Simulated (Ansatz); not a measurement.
# YbSi2 (P6/mmm): phonons and vibrational spectra, part 2 of 2

Task: relax YbSi2 (P6/mmm), then find its harmonic phonons.

Ansatz 0.2.0; DFT PBEsol, scalar-relativistic, plane waves, PAW.

So far. Step 4 (Tight relaxation): The forces vanish by symmetry and the pressure is -0.001 GPa, within the tolerances set. The cell now holds 17.62 Å³/atom. Step 5 (Modes at Γ): Before it was imposed, the acoustic sum rule was missed by 7.1e-5 eV/Å². Small misses are needed for a sound result but don't prove that mesh and cutoff are converged. The lowest optical mode is real, 100 cm⁻¹. The relaxed cell has a = 4.002, c = 3.811 Å (conventional setting).

**6. Phonons on a q mesh**

Stability and thermal properties need the whole zone. Linear response on a 3×3×4 q mesh gives force constants as far as a supercell of that size would.

File input.yaml:

```yaml
crystal:
  lattice:
    - [4.0022650225, 0.0, 0.0]
    - [-2.0011325113, 3.4660631822, 0.0]
    - [0.0, 0.0, 3.8108478866]
  atoms:
    - { symbol: Yb, position: [0.0, 0.0, 0.0] }
    - { symbol: Si, position: [0.3333333333, 0.6666666667, 0.5] }
    - { symbol: Si, position: [0.6666666667, 0.3333333333, 0.5] }
kpoints:
  mp_grid: { grid: [12, 12, 12] }
hamiltonian:
  xc: pbesol
scf:
  occupations: { method: methfessel_paxton, width: 0.2 }
output:
  eigenvalues: true
phonons:
  method: dfpt
  qmesh: [3, 3, 4]
  temperatures: { t_max: 1000, t_step: 50 }
  qpath:
    path:
      - [[0.0, 0.0, 0.0], [0.5, 0.0, 0.0], [0.33333333, 0.33333333, 0.0], [0.0, 0.0, 0.0], [0.0, 0.0, 0.5], [0.5, 0.0, 0.5], [0.33333333, 0.33333333, 0.5], [0.0, 0.0, 0.5]]
      - [[0.5, 0.0, 0.5], [0.5, 0.0, 0.0]]
      - [[0.33333333, 0.33333333, 0.5], [0.33333333, 0.33333333, 0.0]]
    npoints: 10
```

On the command line:

```
> ansatz run input.yaml --threads 8 --pin off --max-ram 14336MiB --backend cpu --events-out ev --progress --plain --runs-dir out
```

Numbers of over 12 decimals in the logs are rounded to 6 here.

Output:

```text
Warning: phonons: the dynamical matrix that this run interpolates holds no multipole term above the dipole-dipole one, and a site of this crystal is no centre of inversion, so its interpolated transverse optical and acoustic branches and sound speeds can stay off near Gamma, and the density of states and the thermodynamics with them. What a run solves at a wave vector of phonons.qpoints, Gamma apart, where the deck admits one, is free of this, and under fd what a larger phonons.supercell samples
[...]
Crystal: 3 atoms, lattice volume = 52.864 Å³
Basis set: ecut = 420 eV, 1021 PW (Γ), exchange–correlation on 54×54×54 points (8 copies of the dense FFT grid, shifted against one another)
Bands: 20, of which v1, the nominal top of the filled ones, is band 16 counted from 1 (15 counted from 0)
Symmetry: 24 space group operations
k-points: 133 of 1728
[...]
SCF iter   1: F=—  HF=-14922.153354 eV  |F-HF|=—  |Δ(HF+E_count)|=         —  Δρ=1.93e-1  dr2=1.92e1  ethr=3.10e-3  ⟨swp⟩=6.2  Hψ=31612  notcnv=0
[...]
SCF iter  13: F=-14921.198379 eV  HF=-14921.198379 eV  |F-HF|=7.28e-12  |Δ(HF+E_count)|=  4.37e-11  S|Δr|=    0.00e0  Δρ=1.23e-7  dr2=5.04e-12  ethr=1.00e-12  ⟨swp⟩=13.9  Hψ=20799  notcnv=0
SCF 1 converged in 13 iterations: F = -14921.198379 eV  dr2 = 5.04e-12
[...]
SCF iter  10: F=-14921.198379 eV  HF=-14921.198379 eV  |F-HF|=1.82e-12  |Δ(HF+E_count)|=  1.46e-11  S|Δr|=    0.00e0  Δρ=8.79e-9  dr2=3.58e-14  ethr=1.00e-12  ⟨swp⟩=2.8  Hψ=8570  notcnv=0
SCF 2 converged in 10 iterations: F = -14921.198379 eV  dr2 = 3.58e-14
phonons: the bands overlap, so this run is a metal and interpolates without the dipole-dipole term. If the crystal is really an insulator or semiconductor, its LO-TO splitting is missing
NSCF: frozen V_eff on 133 k-points
WARN: eigensolver did not converge in 21 slots of this pass, the one above among them; of largest residual over every band (k=77): 1 band(s) unlocked (lowest unlocked band 23, counted from 0; max residual 2.98e-2 eV among the unlocked bands, 2.98e-2 eV over every band); of lowest unlocked band (k=3): band 23
[...]
DFPT response loops at q = (0, 0, 0) (fractional): preconditioner auto → Kerker (q_TF=auto, 2.509 Å⁻¹) (partly filled bands, converged f_vac=0.000); β = 1.00, the filter's whole step (`scf.mixing.beta` (0.50) is not read by the response loops under this deck's `scf.mixing.preconditioner`; to damp them name `kerker` or `kerker_dos`, under which they read `scf.mixing.beta`, and type it under 1.00, their step now; both keys bind the ground state too); Broyden in place of MSR1
[...]
SCF converged after 13 iterations
[...]
Free energy (F): -14921.198379 eV
[...]
Internal energy: -14921.201747 eV  (E = F + TS)
E sigma→0 (E₀):  -14921.199221 eV
Entropy (-TS):   0.003369 eV (1.123 meV/atom)
Fermi energy:    13.068157 eV
[...]
--- Band table (eV; the first three rows and the last of 133) ---
  k-point 0: bands = [... 12 lower, 12.3393, 12.3393, 12.5107, 12.7245, 13.0916, 14.5801, 14.5801, 17.2502, ... 4 higher]
  k-point 1: bands = [... 12 lower, 12.3469, 12.3469, 12.5108, 13.1018, 13.1882, 14.3084, 14.3084, 17.6507, ... 4 higher]
  k-point 2: bands = [... 12 lower, 12.3715, 12.3715, 12.5110, 13.1359, 13.7717, 13.7717, 14.1040, 17.1490, ... 4 higher]
  k-point 132: bands = [... 12 lower, 12.3902, 12.4197, 12.4197, 12.4834, 14.3036, 16.5210, 16.5210, 17.6974, ... 4 higher]
--- Phonons (Γ-DFPT): 4 representative perturbations + reference (Σ response iterations 12) ---
  ASR residual: 7.826e-5 → 0.000e0 eV/Å²; symmetrization residual: 8.405e-6 eV/Å²
  ASR residual per site (eV/Å²): 6.05e-5 7.83e-5 7.83e-5
  Γ frequencies (cm⁻¹): 0.00 0.00 0.00 100.07 190.03 190.03 230.21 454.00 454.00
--- Phonons (arbitrary-q DFPT): 9 irreducible q on the 3×3×4 mesh ---
  q = [0.0000, 0.0000, 0.0000] (star 1, of the zone-centre solve; hermiticity 1.39e-6, symmetrization 4.98e-11): -0.00 -0.00 -0.00 100.07 190.03 190.03 230.21 454.00 454.00
  q = [0.0000, 0.0000, 0.2500] (star 2, 4 solved perturbations in 1488 linear systems a pass and spin channel, the states on 516 of 1728 k-point pairs; hermiticity 8.48e-7, symmetrization 1.98e-9): 63.42 63.42 78.16 126.69 182.63 182.63 226.47 454.96 454.96
[...]
q = [0.0000, 0.3333, 0.0000] (star 6, 6 solved perturbations on 546 of 1728 k-point pairs; hermiticity 7.36e-7, symmetrization 2.13e-10): 73.12 81.76 101.36 143.74 170.33 210.19 272.43 439.07 458.56
[...]
sum rule: each row above includes the acoustic sum rule's correction from the zone centre's row sums; it moved no ω² by more than (0.87 cm⁻¹)²
  mesh force constants: q→R imaginary residual 1.21e-16; ASR residual 7.826e-5 → 0.000e0 eV/Å²; symmetrization residual 1.421e-14 eV/Å²
  interpolated dispersion: 93 rows × 9 modes
  density of states and harmonic sums: on the 18×18×16 q-mesh, interpolated from the force constants of a 3×3×4 supercell (no non-analytic term)
  largest difference from the sums on the solved wave vectors: F 2.30e-2 eV, S 3.01e-5 and C_V 7.23e-6 eV/K
  zero-point energy: 0.123877 eV/cell   skipped modes (ω ≤ 0): 3   left out of the sums: 6.43e-5 of the cell's modes: C_V's classical limit lies that fraction below 3 k_B per atom; for a crystal, a wire or a layer, F and S can be off by more, and a phonons.interpolated_qmesh denser along its periods is the remedy for the sampling
```

The job ended after 3.4 min (8 threads of Intel Xeon Platinum 8488C (Sapphire Rapids), shared host; peak memory 2.9 GiB; 25 min of CPU time).

Numbers from this step:

```yaml
sum_rule_residual_before_enforcement: 7.83e-5 eV/Å²
lowest_frequency_on_the_path: 0 cm⁻¹
highest_frequency_on_the_path_or_at_a_solved_wavevector: 473.5 cm⁻¹
mean_frequency: 222 cm⁻¹
debye_temperature_second_moment: 483 K
logarithmic_mean_frequency: 183.8 cm⁻¹
lowest_mode_on_the_q_mesh_acoustic_modes_at_gamma_apart: 63.42 cm⁻¹
zero_point_energy_per_atom: 41.29 meV
heat_capacity_at_300_k: 22.19 J/(mol atoms K)
vibrational_entropy_at_300_k: 29.58 J/(mol atoms K)
```

Frequencies (cm⁻¹) solved at each irreducible wavevector; negative means imaginary. Frequencies by wavevector, by row:

```
q in reciprocal lattice units  star  mode 1  mode 2  mode 3  mode 4  mode 5  mode 6  mode 7  mode 8  mode 9
                        0 0 0     1       0       0       0   100.1     190     190   230.2     454     454
                     0 0 0.25     2    63.4    63.4    78.2   126.7   182.6   182.6   226.5     455     455
                     0 0 -0.5     1    94.2    94.2   122.4   143.6   173.6   173.6   210.8   453.1   453.1
                   0 0.3333 0     6    73.1    81.8   101.4   143.7   170.3   210.2   272.4   439.1   458.6
                0 0.3333 0.25    12    83.6    88.2   109.6   160.5     171   216.6   273.8   435.1   463.4
                0 0.3333 -0.5     6    80.5   102.2   120.8   172.7   179.7   220.8   276.8   431.7   467.6
              0.3333 0.3333 0     2   101.5   101.5   117.6   172.8   176.1   176.1   368.4   368.4   473.4
           0.3333 0.3333 0.25     4      94      94   119.9   171.5     195     195   368.3   368.3   471.8
           0.3333 0.3333 -0.5     2    90.4    90.4   124.3   168.2   209.1   209.1   368.3   368.3   473.5
```

Interpolated from a 3×3×4 q mesh. Phonon branches along the path, in cm⁻¹:

```
    point  branch 1  branch 2  branch 3  branch 4  branch 5  branch 6  branch 7  branch 8  branch 9
        Γ         0         0         0       100       190       190       230       454       454
  halfway        55        65        92       127       174       220       237       448       458
        M        89        96       107       171       174       187       320       420       457
  halfway        94       105       106       171       172       185       334       402       467
        K       102       102       118       173       176       176       368       368       474
  halfway        64        76        96       134       171       216       254       441       462
        Γ         0         0         0       100       190       190       230       454       454
  halfway        63        63        78       127       183       183       226       455       455
        A        94        94       122       144       174       174       211       453       453
  halfway        84       100       119       167       171       219       241       444       464
        L        78       103       123       177       194       220       326       405       470
  halfway        82        99       124       172       199       217       338       395       472
        H        90        90       124       168       209       209       368       368       474
  halfway        84       100       120       168       174       220       259       438       467
        A        94        94       122       144       174       174       211       453       453
jump to L        78       103       123       177       194       220       326       405       470
  halfway        92        96       112       173       179       207       322       412       463
        M        89        96       107       171       174       187       320       420       457
jump to H        90        90       124       168       209       209       368       368       474
  halfway        94        94       120       172       195       195       368       368       472
        K       102       102       118       173       176       176       368       368       474
```

The phonon branches as a text plot (rows in cm⁻¹):

```
    464 |***********************   ***************** ************
    444 | ****         ***      ******          *****
    424 |     ***     *               **       *         **
    404 |        *   *                  ***   *      ****
    385 |         ***                      * *
    365 |          *                        *              ******
    345 |         * *                      * *
    326 |      ***   *                  ***   *      ******
    306 |     *       *                *
    286 |    *                        *        *
    266 |                                       *
    247 |              *             *
    227 |****           ********    *******    ***   *
    207 |    **       ** *      ****       ****   *** ***  ***
    187 |***   *******   *******   *  *****    *   * *** **   **
    168 |   *************       *********************************
    148 |    **       *         ****              ***
    128 |  **          **     ** **********************    ****
    109 |**  **********  *****  *   *******    ***   ******    **
     89 |  ******** *****      ********   *********************
     69 |   **         ***    **       ***
     49 | ***           **   *
     30 |**              **
     10 |*                ***
         Γ     M   K       Γ     A      L   H      A|L   M|H    K
```

Tetrahedra on a 18×18×16 mesh, mean over bins of 5 cm-1. Interpolated from a 3×3×4 q mesh. Phonon density of states against wavenumber; read off at these points:

wavenumber (cm⁻¹), phonon density of states (1/cm⁻¹/cell) and a bar:
```
        2      0.000 
       18      0.001 
       28      0.002 
       42      0.004 #
       52      0.007 #
       68      0.014 ###
       78      0.029 ######
       92      0.077 ################
       98      0.080 ################
      102      0.052 ##########
      118      0.052 ###########
      128      0.005 #
      142      0.010 ##
      152      0.013 ###
      168      0.059 ############
      172      0.148 ##############################
      182      0.025 #####
      192      0.025 #####
      208      0.024 #####
      218      0.077 ################
      232      0.006 #
      242      0.005 #
      258      0.005 #
      268      0.005 #
      282      0.006 #
      292      0.006 #
      308      0.008 ##
      322      0.014 ###
      332      0.008 ##
      348      0.004 #
      358      0.002 
      372      0.001 
      382      0.003 #
      398      0.008 ##
      408      0.015 ###
      422      0.015 ###
      432      0.014 ###
      448      0.019 ####
      458      0.035 #######
      468      0.070 ##############
      472      0.032 #######
```

The partial phonon density of states has structure finer than the step of the table below, so its rows give means over 20 cm⁻¹, whole bins alone (the curve runs from -10 to 498 cm⁻¹). Peaks (cm⁻¹: height): Si 171.9: 0.101, 216.6: 0.0477, 465.6: 0.0616; Yb 95.3: 0.0727, 117.7: 0.0413.

Phonopy on the run's constants, 17x17x15 mesh, Gaussian sigma 3.6 cm-1. Interpolated from a 3×3×4 q mesh. The partial phonon density of states by wavenumber; means over each step; values in 1/cm⁻¹/cell:

```
wavenumber (cm⁻¹)       Si       Yb
                0   1.7e-5   4.8e-5
               20   2.4e-4   7.9e-4
               40   8.4e-4  0.00302
               60  0.00179  0.00835
               80  0.00443   0.0423
              100  0.00346   0.0568
              120  0.00463   0.0277
              140  0.00894   3.6e-4
              160   0.0316  0.00121
              180   0.0481  0.00310
              200   0.0219  0.00172
              220   0.0328  0.00384
              240  0.00550   4.1e-4
              260  0.00480   7.1e-5
              280  0.00536   4.2e-5
              300  0.00682   2.7e-5
              320   0.0109   1.7e-5
              340  0.00617   1.0e-5
              360  0.00167   1.2e-6
              380  0.00289   4.2e-6
              400  0.00978   2.8e-5
              420   0.0147   3.4e-5
              440   0.0162   2.0e-5
              460   0.0452   6.3e-5
              480   0.0110   1.7e-5
```

Harmonic thermodynamic functions per atom, from the density of states. Interpolated from a 3×3×4 q mesh. Thermodynamic functions, by row:

```
T (K)  F_vib (meV/atom)  S (J/mol-atom/K)  C_V (J/mol-atom/K)
    0             41.29                 0                   0
   50             40.88             2.849               6.166
  100             37.68             9.528               13.22
  200             21.54             21.05                19.7
  300             -4.91             29.58               22.19
  400             -39.1             36.14               23.29
  500            -79.37              41.4               23.85
  600            -124.6             45.78               24.17
  700              -174             49.52               24.37
  800            -227.1             52.78                24.5
  900            -283.3             55.67               24.59
 1000            -342.4             58.27               24.66
```

Harmonic mean-square displacement, third of the trace. Interpolated from a 3×3×4 q mesh. Mean square displacements, by row:

```
T (K)  Yb1 U_eq (Å²)  Si2 U_eq (Å²)  Si3 U_eq (Å²)
    0        0.00106        0.00269        0.00269
  100        0.00206        0.00347        0.00347
  300        0.00557        0.00741        0.00741
  600        0.01102        0.01412        0.01412
```

Symmetry leaves 9 wavevectors to solve. The lowest mode among them, the acoustic zeros apart, lies at q = (0, 0, 0.25) and is real, 63.4 cm⁻¹.

**7. Summary of results**

```yaml
space_group_after_relaxation_within_0p01_a: P6/mmm
volume_per_atom: 17.6 Å³
electronic_character: no gap on this mesh
highest_optical_mode_at_the_zone_centre_no_lo_to_term: 454 cm⁻¹
lowest_optical_zone_centre_mode: 100 cm⁻¹
lowest_mode_on_the_q_mesh_acoustic_modes_at_gamma_apart: 63.4 cm⁻¹
highest_frequency_on_the_path_or_at_a_solved_wavevector: 474 cm⁻¹
zero_point_energy_per_atom: 41.3 meV
heat_capacity_at_300_k: 22.2 J/(mol atoms K)
vibrational_entropy_at_300_k: 29.6 J/(mol atoms K)
debye_temperature_second_moment: 483 K
imaginary_modes_on_the_3x3x4_q_mesh: none
```

In words: The structure is a minimum as far as tested: no mode is imaginary at the 9 irreducible wavevectors of the 3×3×4 mesh, and the softest away from the acoustic zeros lies at 63 cm⁻¹. The optical modes at Γ span 100 to 454 cm⁻¹. The highest mode in this list at Γ, 454.0 cm⁻¹, is mostly motion of Si (100 % of the kinetic energy). With no gap, or one that is small against the smearing, the frequencies hang on the k mesh and the smearing, most of all near Kohn anomalies. The phonon runs are without spin polarisation, although Yb often carries a moment. The 4f shell is treated without a U, so valence and screening may be off. Spin-orbit coupling is left out, which can matter for the heavy elements here. A phonon run warned that its eigensolver left some bands unconverged in a pass. These are harmonic frequencies at zero temperature: anharmonic shifts, linewidths and thermal expansion are left out.

[Logs are printed without paths, hosts, clocks, repeated set-up lines and the standing remarks that a program may print on its own settings, such as how far it seeks lower states.]

[Hosts, paths, dates, database ids (printed as entryN), source tags and the programs' standing remarks are cut or masked in the printed files.]
